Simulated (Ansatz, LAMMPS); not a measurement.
# Static equation of state of glassy 77SiO2-6B2O3-8CaO-8MgO (mol %) (142 atoms)

Density of this cell: 2.32 g/cm³. The cell holds 142 atoms: 37 Si, 6 B, 4 Ca, 4 Mg and 91 O. Its edges and angles: a = 12.679 Å, b = 12.955 Å, c = 12.307 Å, α = 89.8°, β = 90.1°, γ = 88.7°. The starting structure: 142 atoms (37 Si, 6 B, 4 Ca, 4 Mg, 91 O) placed at random at 2.31 g/cm³, melted at 3000 K for 20 ps at fixed volume with the Buckingham and Coulomb pair potential of Guillot and Sator (Geochim. Cosmochim. Acta 71, 1249 (2007)) with the boron terms of Wang et al. (J. Non-Cryst. Solids 498, 294 (2018)). Quenched from 3000 K to 300 K at 10 K/ps and fixed volume, held 10 ps at zero pressure.

Calculated with Ansatz 0.2.0: Kohn-Sham DFT, PBE, PAW (set soft_2), plane waves; cutoff 420 eV, Γ point, fixed occupations. Cell and atoms were relaxed first, to V0 = 14.232 Å³ an atom at a residual P0 = 0.000 GPa. The cell was then scaled evenly, and the atoms were relaxed at each volume.

```
volume (Å³/atom)  pressure (GPa)
          12.809           5.614
          13.378               ?
          13.805           1.507
          14.659          -1.370
          15.086          -2.588
```

Task: Fit the third-order Birch–Murnaghan equation to the rows given and interpolate to the withheld row.

**Working.**

Take the Eulerian strain f = ½[(V0/V)^(2/3) − 1] and the normalised pressure F = (P − P0) / [3f(1 + 2f)^(5/2)]. The third-order Birch–Murnaghan equation is then the line F = B0 + (3/2)B0(B′ − 4) f, so u = f and v = F.

```
      u = f  v = F (GPa)
  0.0363830      43.1482
  0.0102569      46.5435
-0.00975654      49.1608
 -0.0190505      49.9069
```

With n = 4: mean u = 0.00445822, mean v = 47.1898, Σ(u − ū)² = 0.0018075, Σ(u − ū)(v − v̄) = -0.22467. Slope b = -0.22467 / 0.0018075 = -124.30; intercept a = v̄ − b ū = 47.744.

So B0 = a = 47.7 GPa and B′ = 4 + 2b/(3a) = 2.26. At the withheld volume f = 0.02106, F = a + b f = 45.13 GPa, and P = P0 + 3f(1 + 2f)^(5/2) F.

Prediction at 13.378: 3.160 GPa. The run gave 3.163 GPa, so the fit is low by 0.0028 GPa (0.087 % of the value).

The series isn't one smooth equation of state: the count of bonds changes along the series and an atom moves over 0.5 Å in some relaxation. B0 and B′ are then only the numbers of this fit, not moduli of the material. Among the rows given, the largest miss of the fit is at 15.086, by 0.011 GPa (0.13 % of the range of the table).

Limits: Static cells at zero temperature; the cell shape is held. The program notes that the SCF threshold of these relaxations is loose for the stress. The quench rate of 10 K/ps is many orders above laboratory rates, so the cell is likely richer in defects and strain than a real sample. The network of bonds at the start is that of the classical potential that made the cell, and needn't be the one that DFT or experiment would give. Only the Γ point is sampled, in a cell whose shortest periodic width is 12 Å.

[Long decimals in the printed logs are rounded to 6 places.]

[Logs are printed without paths, hosts, clocks, repeated set-up lines and the standing remarks that a program may print on its own settings, such as how far it seeks lower states.]

[Hosts, paths, dates, database ids (printed as entryN), source tags and the programs' standing remarks are cut or masked in the printed files.]
